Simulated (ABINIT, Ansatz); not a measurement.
# Quasiparticle gap of Rb2Pd (Fm-3m) in ABINIT

How does a plane-wave GW calculation on Rb2Pd (Fm-3m) run from the first input to the gap?

Program: ABINIT 10.8.3. Level of theory: PBEsol and many-body steps on it, plane waves. Results are calculated unless marked as measured.

In doubt: a PseudoDojo file used here is known to give poor structures and forces, which bears on pressures, cells, forces and phonons.

### Step 1. The structure

Symmetry: Fm-3m, No. 225, cubic system. Conventional cell: a = 8.246 Å, b = 8.246 Å, c = 8.246 Å, α = 90.00°, β = 90.00°, γ = 90.00°. Nearest to Rb lie 4 Pd at 3.57 Å. Nearest to Pd lie 8 Rb at 3.57 Å. Farther neighbours are not listed.

The cell and positions are those that the Materials Project relaxed with its own functionals (PBE, PBE+U or r2SCAN), kept fixed.

### Step 2. Ground state

This step: ABINIT 10.8.3; DFT, PBEsol, plane waves, norm-conserving pseudopotentials.

The ground-state density comes first.

run.abi

```
acell 3*1.0 Angstrom
rprim 
  -0.000000000000 4.123218000000 4.123218000000
  4.123218000000 0.000000000000 4.123218000000
  4.123218000000 4.123218000000 0.000000000000
ntypat 2
znucl 37 46
natom 3
typat 1 1 2
xred 
  0.250000000000 0.250000000000 0.250000000000
  0.750000000000 0.750000000000 0.750000000000
  0.000000000000 0.000000000000 0.000000000000
pp_dirpath "pseudos"
pseudos "Rb.upf, Pd.upf"
ecut 37
ngkpt 4 4 4
nshiftk 1
shiftk 0 0 0
kptopt 1
chksymbreak 0
nband 23
occopt 1
tolvrs 1e-10
nstep 60
prtwf 0
optforces 0
optstress 0
indata_prefix "in"
outdata_prefix "out"
tmpdata_prefix "tmp"
```

Run with:

```bash
$ OMP_NUM_THREADS=1 mpirun -n 4 abinit run.abi > log
```

Numbers of over 12 decimals in the logs are rounded to 6 here.

Log:

```text
.Version 10.8.3 of ABINIT. v10.8.2 released Aug 2026.

 Symmetries : space group Fm -3 m (#225); Bravais cF (face-center cubic)
================================================================================
 Values of the parameters that define the memory need of the present run
     intxc =       0    ionmov =       0      iscf =       7    lmnmax =       6
     lnmax =       6     mgfft =      64  mpssoang =       3    mqgrid =    3001
     natom =       3  nloc_mem =       1    nspden =       1   nspinor =       1
    nsppol =       1      nsym =      48    n1xccc =    2501    ntypat =       2
    occopt =       1   xclevel =       2
-    mband =          23        mffmem =           1         mkmem =           2
       mpw =       10197          nfft =      262144          nkpt =           8
================================================================================
  Rough estimation (10% accuracy) of disk space for files :
================================================================================

--------------------------------------------------------------------------------
------------- Echo of variables that govern the present computation ------------
--------------------------------------------------------------------------------
 -outvars: echo values of preprocessed input variables --------
            acell      1.8897261259E+00  1.8897261259E+00  1.8897261259E+00 Bohr

      chksymbreak           0
             ecut      3.70000000E+01 Hartree
-          fftalg         312

              ixc     -116133
              kpt      0.00000000E+00  0.00000000E+00  0.00000000E+00
                       2.50000000E-01  0.00000000E+00  0.00000000E+00
                       5.00000000E-01  0.00000000E+00  0.00000000E+00
                       2.50000000E-01  2.50000000E-01  0.00000000E+00
                       5.00000000E-01  2.50000000E-01  0.00000000E+00
                      -2.50000000E-01  2.50000000E-01  0.00000000E+00
                       5.00000000E-01  5.00000000E-01  0.00000000E+00
                      -2.50000000E-01  5.00000000E-01  2.50000000E-01
         kptrlatt        4    0    0      0    4    0      0    0    4
          kptrlen      4.40768098E+01
P           mkmem           2
            natom           3
            nband          23
            ngfft          64      64      64
             nkpt           8
            nstep          60
             nsym          48
           ntypat           2
              occ      2.000000  2.000000  2.000000  2.000000  2.000000  2.000000
                       2.000000  2.000000  2.000000  2.000000  2.000000  2.000000
                       2.000000  2.000000  2.000000  2.000000  2.000000  2.000000
                       0.000000  0.000000  0.000000  0.000000  0.000000
        optforces           0
        optstress           0
            prtwf           0
            rprim     -0.0000000000E+00  4.1232180000E+00  4.1232180000E+00
                       4.1232180000E+00  0.0000000000E+00  4.1232180000E+00
                       4.1232180000E+00  4.1232180000E+00  0.0000000000E+00
          spgroup         225

           tolvrs      1.00000000E-10

             xred      2.5000000000E-01  2.5000000000E-01  2.5000000000E-01
                       7.5000000000E-01  7.5000000000E-01  7.5000000000E-01
[...]
znucl       37.00000   46.00000

================================================================================

 chkinp: Checking input parameters for consistency.

================================================================================
== DATASET  1 ==================================================================
-   mpi_nproc: 4, omp_nthreads: 1 (-1 if OMP is not activated)

--- !DatasetInfo
iteration_state: {dtset: 1, }
dimensions: {natom: 3, nkpt: 8, mband: 23, nsppol: 1, nspinor: 1, nspden: 1, mpw: 10197, }
cutoff_energies: {ecut:  37.0, pawecutdg:  -1.0, }
electrons: {nelect:   3.60000000E+01, charge:   0.00000000E+00, occopt:   1.00000000E+00, tsmear:   1.00000000E-02, }

 Real(R)+Recip(G) space primitive vectors, cartesian coordinates (Bohr,Bohr^-1):
 R(1)=  0.0000000  7.7917528  7.7917528  G(1)= -0.0641704  0.0641704  0.0641704
 R(2)=  7.7917528  0.0000000  7.7917528  G(2)=  0.0641704 -0.0641704  0.0641704
 R(3)=  7.7917528  7.7917528  0.0000000  G(3)=  0.0641704  0.0641704 -0.0641704
 Unit cell volume ucvol=  9.4609662E+02 bohr^3
 Angles (23,13,12)=  6.00000000E+01  6.00000000E+01  6.00000000E+01 degrees

 getcut: wavevector=  0.0000  0.0000  0.0000  ngfft=  64  64  64
         ecut(hartree)=     37.000   => boxcut(ratio)=   2.12111

--- Pseudopotential description ------------------------------------------------
- Rb Generated using ONCVPSP code by D. R. Hamann
- 37.00000   9.00000  180301                  znucl, zion, pspdat
12 -116133 2 -1 2280                          pspcod,pspxc,lmax,lloc,mmax
     nproj     2     2     2
  pspatm : epsatm=   34.48401057
         --- l  ekb(1:nproj) -->
[...]
pspatm: atomic psp has been read  and splines computed

- Pd Generated using ONCVPSP code by D. R. Hamann
- 46.00000  18.00000  180301                  znucl, zion, pspdat
12 -116133 2 -1 1238                          pspcod,pspxc,lmax,lloc,mmax
     nproj     2     2     2
  pspatm : epsatm=   26.17260746
         --- l  ekb(1:nproj) -->
[...]
pspatm: atomic psp has been read  and splines computed

   3.42506263E+03                                ecore*ucvol(ha*bohr**3)
--------------------------------------------------------------------------------

_setup2: Arith. and geom. avg. npw (full set) are   10174.828   10174.804

================================================================================

--- !BeginCycle
iteration_state: {dtset: 1, }
solver: {iscf: 7, nstep: 60, nline: 4, wfoptalg: 0, }
tolerances: {tolvrs: 1.00E-10, }

     iter   Etot(hartree)      deltaE(h)  residm     vres2
 ETOT  1  -185.03574530536    -1.850E+02 9.188E-02 2.822E+04
 ETOT  2  -185.48209681976    -4.464E-01 4.347E-02 3.608E+04
 ETOT  3  -188.21062600078    -2.729E+00 1.562E-02 9.498E+03
 ETOT  4  -188.52083252062    -3.102E-01 1.075E-02 5.023E+03
 ETOT  5  -188.75148123319    -2.306E-01 2.312E-03 2.091E+03
 ETOT  6  -188.80239016754    -5.091E-02 1.011E-03 1.438E+03
 ETOT  7  -188.88280398400    -8.041E-02 1.348E-03 4.807E+02
 ETOT  8  -188.88472814514    -1.924E-03 4.050E-04 4.522E+02
 ETOT  9  -188.91652510842    -3.180E-02 2.758E-04 9.150E+01
 ETOT 10  -188.92144500316    -4.920E-03 1.929E-04 3.165E+01
[...]
ETOT 18  -188.92459116223    -9.305E-09 8.312E-06 1.137E-05
 ETOT 19  -188.92459116294    -7.098E-10 6.292E-06 3.484E-07
 ETOT 20  -188.92459116296    -2.680E-11 2.243E-06 1.493E-09
 ETOT 21  -188.92459116295     1.646E-11 1.736E-06 5.375E-10
 ETOT 22  -188.92459116296    -1.535E-11 5.983E-07 4.325E-12

 At SCF step   22       vres2   =  4.32E-12 < tolvrs=  1.00E-10 =>converged.

--- !ResultsGS
iteration_state: {dtset: 1, }
comment   : Summary of ground state results
lattice_vectors:
- [ -0.0000000,   7.7917528,   7.7917528, ]
- [  7.7917528,   0.0000000,   7.7917528, ]
- [  7.7917528,   7.7917528,   0.0000000, ]
lattice_lengths: [  11.01920,   11.01920,   11.01920, ]
lattice_angles: [ 60.000,  60.000,  60.000, ] # degrees, (23, 13, 12)
lattice_volume:   9.4609662E+02
convergence: {deltae: -1.535E-11, res2:  4.325E-12, residm:  5.983E-07, diffor:  0.000E+00, }
etotal    :  -1.88924591E+02
entropy   :   0.00000000E+00
fermie    :   4.92146730E-02
cartesian_stress_tensor: null
pressure_GPa: null
xred      :
- [  2.5000E-01,   2.5000E-01,   2.5000E-01, Rb]
- [  7.5000E-01,   7.5000E-01,   7.5000E-01, Rb]
- [  0.0000E+00,   0.0000E+00,   0.0000E+00, Pd]
cartesian_forces: null
force_length_stats: {min: null, max: null, mean: null, }

 Integrated electronic density in atomic spheres:
 ------------------------------------------------
 Atom  Sphere_radius  Integrated_density
[...]
2        2.00000          5.98743220
    3        2.00000         15.34656867
================================================================================

 ----iterations are completed or convergence reached----

 Mean square residual over all n,k,spin=   34.313E-10; max=  59.826E-08
 reduced coordinates (array xred) for    3 atoms
       0.250000000000      0.250000000000      0.250000000000
       0.750000000000      0.750000000000      0.750000000000
       0.000000000000      0.000000000000      0.000000000000
 rms dE/dt=  0.0000E+00; max dE/dt=  0.0000E+00; dE/dt below (all hartree)
    1       0.000000000000      0.000000000000      0.000000000000
    2       0.000000000000      0.000000000000      0.000000000000
    3       0.000000000000      0.000000000000      0.000000000000

 cartesian coordinates (angstrom) at end:
    1      2.061609     2.061609     2.061609
    2      6.184827     6.184827     6.184827
    3      0.000000     0.000000     0.000000
 length scales=  1.889726125908  1.889726125908  1.889726125908 bohr
              =  1.000000000000  1.000000000000  1.000000000000 angstroms
 prteigrs : about to open file out_EIG
 Fermi (or HOMO) energy (hartree) =   0.04921   Average Vxc (hartree)=  -0.26899
 Eigenvalues (hartree) for nkpt=   8  k points:
 kpt#   1, nband= 23, wtk=  0.01563, kpt=  0.0000  0.0000  0.0000 (reduced coord)
  -2.96403   -1.70726   -1.70726   -1.70726   -0.95528   -0.95319   -0.37537   -0.37537
  -0.37537   -0.36607   -0.36607   -0.36607   -0.01777    0.02696    0.02696    0.03085
   0.03085    0.03085    0.14156    0.14156    0.14156    0.20433    0.20433
 prteigrs : prtvol=0 or 1, do not print more k-points.

--- !EnergyTerms
iteration_state     : {dtset: 1, }
comment             : Components of total free energy in Hartree
kinetic             :  6.01974576887527E+01
hartree             :  6.80115154208117E+01
xc                  : -3.44605665583040E+01
Ewald energy        : -9.38310765075901E+01
psp_core            :  3.62020386929205E+00
local_psp           : -1.91222798383946E+02
non_local_psp       : -1.23932669197705E+00
total_energy        : -1.88924591162961E+02
total_energy_eV     : -5.14090002149938E+03
band_energy         : -2.41021055770707E+01

== END DATASET(S) ==============================================================
================================================================================

 -outvars: echo values of variables after computation  --------
           etotal     -1.8892459116E+02
            nband          23
             nkpt           8
          spgroup         225
 [... the other variables as echoed above ...]

 Calculation completed.
```

Wall time 29 s (4 MPI ranks of Arm Neoverse V2, shared host); peak memory 0.63 GiB.

Numbers from this step:

```
total energy               : -5140.9000 eV
gap                        : 0.8553 eV
k of the valence top       : -0.25, 0.5, 0.25
k of the conduction bottom : 0.5, 0, 0
least direct gap           : 0.8898 eV
```

The gap is indirect, with the least direct gap 0.03 eV higher.

(Continued in part 2 of 3.)

[Paths, hosts, dates, memory and timing lines, banners, echoed tables and standing remarks are left out of the program output.]

[Logs are printed without paths, hosts, clocks, repeated set-up lines and the standing remarks that a program may print on its own settings, such as how far it seeks lower states.]

[Runs of the session that timed out or met a known fault of the program may be left out.]

[Hosts, paths, dates, database ids (printed as entryN), source tags and the programs' standing remarks are cut or masked in the printed files.]

[G0W0 gaps are taken among the corrected bands and points alone; a level outside them can change the order at an edge.]

[Where Ansatz stands beside ABINIT at settings called matched, ABINIT's density can come from a denser mesh and the files from another edition; pairs whose starting gaps differed by over 0.03 eV were left out, so agreement reads better than it is.]
